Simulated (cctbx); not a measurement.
# Diagnosing a refinement

Cell a = 12.0290 Å, b = 12.0290 Å, c = 12.0290 Å, α = 90.00°, β = 90.00°, γ = 90.00°; space group Fm-3m (no. 225).

The data are simulated with cctbx, not measured: Mo Kα, λ = 0.71073 Å, to d = 0.65 Å, 80 % of the full sphere, strongest reflection 40000 counts, noise from counting, a 4 % proportional error and a noise floor of 8 counts (s.d.); no absorption.

An anisotropic refinement with weights 1/σ² prints:

```text
Rint 0.042, 211 unique reflections to 0.65 A
cycle     R1     wR2    GooF  max shift (A)
   1  0.0828  0.2236  15.466   0.00043
   2  0.0879  0.2143  14.823   0.00000
final R1 0.0879 wR2 0.2143 GooF 14.823  parameters 5  data/parameter 42.2
atom        x        y        z      Ueq    occ   su(xyz)  su(Uiso or U11)
I1     0.00000  0.00000  0.77174   0.0145  1.000  0.00015  0.0007
Cu1    0.00000  0.00000  0.00000   0.0218  1.000  0.00000  0.0018
K1     0.25000  0.75000  0.75000   0.0306  1.000  0.00000  0.0025
difference map: max 50.41 min -1.25 rms 0.93
Q1    0.0000  0.0000  0.5000    4   50.41  3.27 A from I1
Q2    0.0000  0.0000  0.2323   24    7.72  0.05 A from I1
Q3    0.0000  0.0000  0.0000    4    2.90  0.00 A from Cu1
Q4    0.0000  0.0000  0.4232   24    1.25  2.34 A from I1
Q5    0.1869  0.1869  0.1869   32    1.12  1.31 A from K1
Q6    0.0439  0.0439  0.4561   32    1.04  2.84 A from I1
```

Q: Accept it or mend it, and why?

Mend it. The fault: an atom left out, K at (1/2, 0, 0). Against the right model at the same level, R1 goes from 0.0065 to 0.0879 and GooF from 0.89 to 14.82 and the top difference peak, 50.4 e/Å³, lies 3.27 Å from I1. Q1 is the missing atom. With scattering power missing, scale and phases suffer, so peaks may also grow on the heavy atoms.

The compound is K3CuI6. The right model at the same level gives:

```text
Rint 0.042, 211 unique reflections to 0.65 A
cycle     R1     wR2    GooF  max shift (A)
   1  0.0109  0.0282   1.952   0.00011
   2  0.0065  0.0129   0.893   0.00000
final R1 0.0065 wR2 0.0129 GooF 0.893  parameters 6  data/parameter 35.2
atom        x        y        z      Ueq    occ   su(xyz)  su(Uiso or U11)
I1     0.00000  0.00000  0.77169   0.0166  1.000  0.00001  0.0000
Cu1    0.00000  0.00000  0.00000   0.0237  1.000  0.00000  0.0001
K1     0.50000  0.00000  0.00000   0.0391  1.000  0.00000  0.0003
K2     0.25000  0.75000  0.75000   0.0346  1.000  0.00000  0.0002
difference map: max 0.23 min -0.30 rms 0.06
Q1    0.1730  0.1730  0.3270   32    0.23  1.60 A from K2
Q2    0.0000  0.0692  0.2967   96    0.21  1.17 A from I1
Q3    0.1334  0.2500  0.2500   48    0.19  1.40 A from K2
Q4    0.0000  0.0000  0.1689   24    0.18  0.71 A from I1
Q5    0.1759  0.1759  0.2594   96    0.18  1.27 A from K2
Q6    0.2280  0.2280  0.2280   32    0.18  0.46 A from K2
```

The model was made for the exercise: a known structure type with other elements put in, its volume estimated, not relaxed; displacement parameters are assumed.

[Middle refinement cycles are left out of these outputs.]

[Logs are printed without paths, hosts, clocks, repeated set-up lines and the standing remarks that a program may print on its own settings, such as how far it seeks lower states.]
